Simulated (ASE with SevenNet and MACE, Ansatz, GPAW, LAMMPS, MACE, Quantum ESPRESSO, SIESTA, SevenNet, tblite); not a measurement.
**Machine-learned potentials on liquid (Cs,Li,Na)Cl at 1300 K (98 atoms): settings against a plane-wave reference**

Wanted: machine-learned potentials inputs and outputs for liquid (Cs,Li,Na)Cl at 1300 K (98 atoms), checked against a plane-wave reference.

Program: ASE with SevenNet and MACE. Level of theory: the method is named at each step. Results are calculated unless marked as measured.

**1. Starting point**

The cell holds 98 atoms: 15 Cs, 21 Li, 13 Na and 49 Cl. Cell: a = 15.265 Å, b = 15.265 Å, c = 15.265 Å, α = 90.0°, β = 90.0°, γ = 90.0°. 98 atoms (15 Cs, 21 Li, 13 Na, 49 Cl) placed at random at 1.95 g/cm³, melted at 1800 K for 10 ps at fixed volume with the Lennard-Jones and Coulomb ion parameters for SPC/E (Joung and Cheatham, J. Phys. Chem. B 112, 9020 (2008)), full charges. Snapshot at the end of a hold of 20 ps at 1300 K and fixed volume.

The yardstick, on the same geometry:

```
method                                           : Kohn-Sham DFT, PBE, SSSP efficiency 1.3.0 pseudopotentials, plane waves (Quantum ESPRESSO 7.5); sssp-pbe-1.3.0-efficiency, cutoffs 45/360 Ry, Γ point
r.m.s. force component                           : 0.3688 eV/Å
longest force                                    : 1.762 eV/Å
pressure                                         : -0.3777 GPa
gap (highest filled to lowest empty level) : 2.921 eV
time                                             : 36 min on 1 thread of Arm Neoverse V1, shared host
CPU time                                         : 36 min
```

**2. SevenNet l3i5 potential**

Method: machine-learned interatomic potential SevenNet l3i5, trained on PBE(+U) plane-wave data.

run.py

```python
import numpy as np
from ase.io import read
import mlip  # loads the published weights by name

atoms = read("structure.xyz")
atoms.calc = mlip.calc("7net-l3i5")
energy = atoms.get_potential_energy()
forces = atoms.get_forces()
print(f"energy {energy:.6f} eV")
print("forces (eV/A)")
for i, (a, f) in enumerate(zip(atoms, forces)):
    print(f"{i:4d} {a.symbol:2s} {f[0]:10.5f} {f[1]:10.5f} {f[2]:10.5f}")
stress = -atoms.get_stress(voigt=False) * 160.21766
print("stress (GPa, compression positive)")
for row in stress:
    print(" ".join(f"{x:10.4f}" for x in row))
```

structure.xyz

```xyz
98
Lattice="15.26530 0.00000 0.00000 0.00000 15.26530 0.00000 0.00000 0.00000 15.26530" Properties=species:S:1:pos:R:3 pbc="T T T"
Cs 3.15503 12.15377 5.50238
Cs 7.24781 4.85910 14.20512
Cs 3.03657 13.58841 13.06878
Cs 10.75105 6.61751 1.49692
Cs 0.91378 10.37170 11.02750
Cs 2.06784 14.04163 2.37772
Cs 10.45475 0.35568 9.25031
Cs 7.83995 6.30671 9.18330
Cs 13.79479 13.79403 4.33428
Cs 10.14211 11.15206 14.89038
Cs 2.03502 5.45109 12.97642
Cs 15.08456 2.21087 10.43017
Cs 11.89442 2.74180 5.74158
Cs 13.62306 6.71200 7.73096
Cs 6.07574 2.45466 6.49493
Li 11.49492 10.07800 11.03330
Li 4.58341 13.84731 8.20998
Li 1.37540 1.54149 6.47218
Li 7.22568 12.50106 13.45789
Li 12.06768 3.03841 12.33482
Li 13.93600 7.78408 12.82010
Li 0.56634 14.49608 8.51102
Li 8.78442 5.28149 4.64279
Li 2.98330 2.56564 3.47759
Li 0.59504 4.93268 5.11800
Li 10.94522 5.51444 10.30438
Li 7.38596 2.46840 2.58564
Li 3.25823 10.60969 1.43280
Li 14.08926 9.85833 4.46815
Li 8.84304 0.89638 13.96103
Li 6.18352 8.63665 13.89860
Li 5.39842 8.13808 7.02937
Li 10.83760 11.50836 2.90422
Li 6.30945 10.28698 2.39131
Li 5.28759 10.61793 9.93420
Li 12.72897 11.55568 7.65356
Na 14.50936 10.43017 0.25966
Na 0.69152 7.22140 2.09806
Na 9.62065 9.34542 5.26653
Na 3.17579 2.38123 14.87680
Na 2.93078 6.37922 8.72946
Na 5.01389 6.42959 2.05853
Na 13.43957 14.50402 14.53348
Na 7.89933 11.82267 8.75022
Na 6.51828 13.48414 0.99286
Na 10.25920 0.45170 1.81504
Na 5.48482 1.39494 11.72864
Na 6.40135 13.96653 4.93130
Na 14.72369 2.68410 1.54576
Cl 15.21554 7.40703 5.08960
Cl 2.68150 0.25157 7.92941
Cl 11.71780 0.78296 12.58563
Cl 13.60123 9.77025 9.17689
Cl 5.00885 2.97566 1.40135
Cl 4.92901 5.75303 6.80680
Cl 6.75490 12.61326 11.13665
[... 38 atom lines left out ...]
Cl 7.97612 8.18388 14.96274
Cl 8.84349 2.76989 4.70095
Cl 8.97600 2.49191 0.57535
Cl 12.37985 1.56164 2.82042
```

The run is started by

```sh
$ OMP_NUM_THREADS=1 python run.py > output.txt
```

Output:

```text
energy -320.586578 eV
forces (eV/A)
   0 Cs   -1.47206   -0.35573    0.74647
   1 Cs    0.22630   -0.29662    0.02728
   2 Cs   -0.40023   -0.44287   -0.13933
   3 Cs    0.01940   -0.18284   -0.29431
   4 Cs   -0.22572    0.36537    0.35464
   5 Cs    0.02371   -0.10826   -0.70784
   6 Cs   -0.18105   -0.19395    0.39634
   7 Cs    0.17360   -0.15491    0.01322
   8 Cs   -0.57808    0.93261   -0.04530
   9 Cs   -0.01475   -1.20252   -0.07605
  10 Cs   -0.13588    0.55093    0.58009
  11 Cs    0.77227   -0.37563    0.34483
  12 Cs    0.24862   -0.17060    0.17219
  13 Cs   -0.09805    0.15863    0.63427
  14 Cs   -0.12477    0.42474    0.18807
  15 Li    0.29148   -0.13820   -0.72091
  16 Li    0.29169    0.32506   -0.06340
  17 Li   -0.23915    0.14323   -0.02309
  18 Li   -0.51784    0.22639   -0.50663
  19 Li   -0.30809    0.52009    0.13056
  20 Li    0.44196    0.14150    0.04144
  21 Li    0.02382   -0.60237   -0.03318
  22 Li    0.08902   -0.54148    0.06591
  23 Li    0.20242   -0.23535   -0.09239
[...]
90 Cl   -0.04221   -0.16040   -0.19004
  91 Cl    0.12455   -0.51496    0.55936
  92 Cl   -0.13147   -0.29328   -0.06714
  93 Cl   -0.21407    0.36377   -0.35735
  94 Cl    1.04017   -0.38504    0.20743
  95 Cl   -0.29760    0.09288   -0.09508
  96 Cl    0.04554   -0.48565    0.20366
  97 Cl    0.44756   -0.03748   -0.37706
stress (GPa, compression positive)
   -0.3019    -0.0254    -0.0481
   -0.0254    -0.3264    -0.0023
   -0.0481    -0.0023    -0.5798
```

Elapsed: 11 s, on 1 thread of Arm Neoverse V1, shared host; peak memory 0.94 GiB.

Banners, paths, timers and routine set-up lines are dropped from the logs unmarked, and long logs keep their key lines alone; longer cuts are marked.

Compared with the plane-wave run:

- r.m.s. force component: 0.3829 eV/Å
- r.m.s. difference of force components: 61.45 meV/Å
- longest difference of force vectors: 290 meV/Å
- force difference over r.m.s. force: 16.66 %
- slope of forces against the reference's: 1.025
- correlation of force components: 0.9873
- pressure: -0.4027 GPa
- pressure difference: -0.025 GPa

Length of the force difference by element (eV/Å):

| element | atoms | mean | most |
| --- | --- | --- | --- |
| Cl | 49 | 0.100 | 0.23 |
| Cs | 15 | 0.090 | 0.29 |
| Li | 21 | 0.098 | 0.22 |
| Na | 13 | 0.066 | 0.14 |

The surroundings of Cl68, which has 5 bonded neighbours where the commonest count for Cl is 4, nearest first, numbered as they follow in the input and with coordinates relative to it.

| atom | x | y | z | distance (Å) | bonds | Fx | Fy | Fz (eV/Å) |
| --- | --- | --- | --- | --- | --- | --- | --- | --- |
| Cl68 | 0.00 | 0.00 | 0.00 | 0.00 | 5 | 0.16 | 0.24 | 0.15 |
| Li23 | 1.38 | 0.08 | 1.85 | 2.31 | 3 | 0.09 | -0.54 | 0.07 |
| Li27 | -0.02 | -2.73 | -0.21 | 2.74 | 4 | 0.09 | 0.53 | -0.28 |
| Na42 | -2.39 | 1.23 | -0.73 | 2.79 | 3 | 0.19 | -0.14 | 0.09 |
| Cl96 | 1.44 | -2.43 | 1.91 | 3.41 | 4 | -0.30 | 0.09 | -0.10 |
| Cl54 | -2.39 | -2.22 | -1.39 | 3.55 | 4 | -0.36 | -0.09 | 0.21 |
| Cl97 | 1.57 | -2.70 | -2.22 | 3.84 | 4 | 0.05 | -0.49 | 0.20 |
| Cs4 | 3.35 | 1.42 | -1.30 | 3.86 | 4 | 0.02 | -0.18 | -0.29 |
| Cs2 | -0.15 | -0.34 | -3.85 | 3.87 | 7 | 0.23 | -0.30 | 0.03 |

Atoms are counted from 1 here, from 0 in the log.

Forces lie 17 % from the reference's, at 0.0046 times its CPU time.

**3. MACE MP-0b2 small potential**

Method: machine-learned interatomic potential MACE MP-0b2 small, trained on PBE(+U) plane-wave data.

Changes to run.py since step 2:

```diff
@@ -5,3 +5,3 @@
 atoms = read("structure.xyz")
-atoms.calc = mlip.calc("7net-l3i5")
+atoms.calc = mlip.calc("mace-mp-0b2-small")
 energy = atoms.get_potential_energy()
```

structure.xyz is that of step 2.

Output:

```text
energy -318.624924 eV
forces (eV/A)
   0 Cs   -1.47118   -0.33372    0.83270
   1 Cs    0.26052   -0.29286    0.06809
   2 Cs   -0.38171   -0.38192   -0.08909
   3 Cs    0.00556   -0.15744   -0.18811
   4 Cs   -0.41826    0.34399    0.36346
   5 Cs   -0.00186   -0.12434   -0.72470
   6 Cs   -0.15860   -0.16499    0.38281
   7 Cs    0.27673   -0.30284   -0.23547
   8 Cs   -0.71677    1.04611   -0.01464
   9 Cs    0.00888   -1.33213   -0.16265
  10 Cs   -0.10155    0.40712    0.76384
  11 Cs    0.88582   -0.41246    0.48454
  12 Cs    0.29139   -0.19594    0.17152
  13 Cs   -0.19971    0.10382    0.60657
  14 Cs   -0.17056    0.73368    0.30469
  15 Li    0.27755   -0.10052   -0.66861
  16 Li    0.26043    0.40818   -0.10593
  17 Li   -0.29334    0.08579   -0.07281
  18 Li   -0.56601    0.21585   -0.61097
  19 Li   -0.28561    0.48193    0.13163
  20 Li    0.49302    0.28089    0.00542
  21 Li    0.01584   -0.59407   -0.12629
  22 Li    0.14070   -0.73349    0.16907
  23 Li    0.13232   -0.34539    0.06217
[...]
90 Cl   -0.06226   -0.19414   -0.05684
  91 Cl    0.15001   -0.38785    0.52414
  92 Cl   -0.05869   -0.25662   -0.00209
  93 Cl   -0.21504    0.32359   -0.54593
  94 Cl    0.98047   -0.48251    0.11487
  95 Cl   -0.37044    0.11007   -0.19649
  96 Cl    0.06554   -0.57799    0.11738
  97 Cl    0.45180   -0.17057   -0.41634
stress (GPa, compression positive)
   -0.5155    -0.0455    -0.0343
   -0.0455    -0.5253     0.0044
   -0.0343     0.0044    -0.7950
```

The job ended after 8.4 s (1 thread; peak memory 0.67 GiB).

Compared with the plane-wave run:

| Item | Value |
| --- | --- |
| r.m.s. force component | 0.3997 eV/Å |
| r.m.s. difference of force components | 94.34 meV/Å |
| longest difference of force vectors | 439.4 meV/Å |
| force difference over r.m.s. force | 25.58 % |
| slope of forces against the reference's | 1.054 |
| correlation of force components | 0.973 |
| pressure | -0.6119 GPa |
| pressure difference | -0.2342 GPa |

Against the first run (17 %), the force difference from the reference is 26 %, at 0.74 times the CPU time.

**4. SevenNet 0 potential**

Method: machine-learned interatomic potential SevenNet 0, trained on PBE(+U) plane-wave data.

Changes to run.py since step 3:

```diff
@@ -5,3 +5,3 @@
 atoms = read("structure.xyz")
-atoms.calc = mlip.calc("mace-mp-0b2-small")
+atoms.calc = mlip.calc("7net-0")
 energy = atoms.get_potential_energy()
```

structure.xyz is that of step 3.

Output:

```text
energy -320.299713 eV
forces (eV/A)
   0 Cs   -1.61021   -0.38028    0.83958
   1 Cs    0.24191   -0.35122    0.03403
   2 Cs   -0.29303   -0.49399   -0.13574
   3 Cs    0.05530   -0.23950   -0.28139
   4 Cs   -0.30194    0.45695    0.34387
   5 Cs    0.01289   -0.11000   -0.71383
   6 Cs   -0.12112   -0.11414    0.29315
   7 Cs    0.27652   -0.15953    0.03269
   8 Cs   -0.59377    0.93242   -0.01040
   9 Cs    0.08491   -1.15621   -0.03802
  10 Cs   -0.19156    0.50776    0.58601
  11 Cs    0.75500   -0.41358    0.39293
  12 Cs    0.36766   -0.15650    0.31865
  13 Cs   -0.13531    0.15475    0.57383
  14 Cs   -0.14512    0.48687    0.20451
  15 Li    0.27617   -0.13806   -0.69047
  16 Li    0.28897    0.34388   -0.04571
  17 Li   -0.26380    0.08774   -0.00345
  18 Li   -0.53223    0.22916   -0.49218
  19 Li   -0.25218    0.56752    0.12107
  20 Li    0.44545    0.14896    0.10889
  21 Li    0.02034   -0.50894   -0.10987
  22 Li    0.09771   -0.54474    0.05052
  23 Li    0.23000   -0.29695   -0.10975
[...]
90 Cl   -0.04631   -0.17477   -0.19248
  91 Cl    0.11515   -0.51061    0.55517
  92 Cl   -0.04408   -0.27309   -0.08024
  93 Cl   -0.18886    0.34704   -0.41575
  94 Cl    1.03910   -0.33619    0.23574
  95 Cl   -0.33659    0.01092   -0.11985
  96 Cl    0.02757   -0.46183    0.17963
  97 Cl    0.44734   -0.08307   -0.43184
stress (GPa, compression positive)
   -0.1891    -0.0233    -0.0467
   -0.0233    -0.1831     0.0256
   -0.0467     0.0256    -0.5272
```

The job ended after 7.6 s (1 thread; peak memory 0.7 GiB).

Against the reference:

- r.m.s. force component: 0.3899 eV/Å
- r.m.s. difference of force components: 72.63 meV/Å
- longest difference of force vectors: 344.8 meV/Å
- force difference over r.m.s. force: 19.69 %
- slope of forces against the reference's: 1.04
- correlation of force components: 0.9832
- pressure: -0.2998 GPa
- pressure difference: 0.0779 GPa

Against the first run (17 %), the force difference from the reference is 20 %, at 0.78 times the CPU time.

**5. All runs compared**

Differences are against the plane-wave reference, forces as r.m.s. over components; share is that over the reference's r.m.s. force, slope the least-squares factor from reference forces to these. Total energies of different programs have different zeros and aren't compared.

| run | Δ force, r.m.s. (meV/Å) | share (%) | slope | Δ pressure (GPa) | cores | CPU time | memory (GiB) |
| --- | --- | --- | --- | --- | --- | --- | --- |
| reference | - | - | - | - | 1 | 36 min | 9.1 |
| SevenNet l3i5 potential | 61.5 | 16.7 | 1.025 | -0.025 | 1 | 9.7 s | 0.94 |
| MACE MP-0b2 small potential | 94.3 | 25.6 | 1.054 | -0.234 | 1 | 7.2 s | 0.67 |
| SevenNet 0 potential | 72.6 | 19.7 | 1.040 | 0.0779 | 1 | 7.6 s | 0.7 |

Times of the machine-learned potentials are mostly Python's start and the loading of weights.

CPU time is summed over cores on a shared host, where runs went side by side, so it is rough. Symmetry, cutoffs, thresholds, outputs and thread counts weren't matched or tuned between programs; memory under MPI is the largest rank's times the ranks.

**6. Summary of results**

```
nearest in forces : SevenNet l3i5 potential, 17 %
its CPU time      : 9.7 s
```

**Reading.** Machine-learned potentials differ by 17 % (SevenNet l3i5 potential) to 26 % (MACE MP-0b2 small potential); they were trained on other programs' data. The reference's pressure holds the uncorrected Pulay stress of its 45 Ry basis, so small pressure differences, and their order, may be the reference's own error. The frame stands for 1300 K, but pressures are static and levels are smeared at 580 K. The network of bonds at the start is that of the classical potential that made the cell, and needn't be the one that DFT or experiment would give. The ion parameters were fitted for water, not for melts, so the starting structure of this cell may lie well off the real melt's. The electronic-structure runs sample only Γ, in a cell whose shortest periodic width is 15 Å. Spin–orbit coupling is left out, which matters for the levels of the heavy elements.

[Also dropped from logs without a mark: logging warnings of Python, and SIESTA's first energy breakdown and zero terms.]

[Logs are printed without paths, hosts, clocks, repeated set-up lines and the standing remarks that a program may print on its own settings, such as how far it seeks lower states.]

[Hosts, paths, dates, database ids (printed as entryN), source tags and the programs' standing remarks are cut or masked in the printed files.]
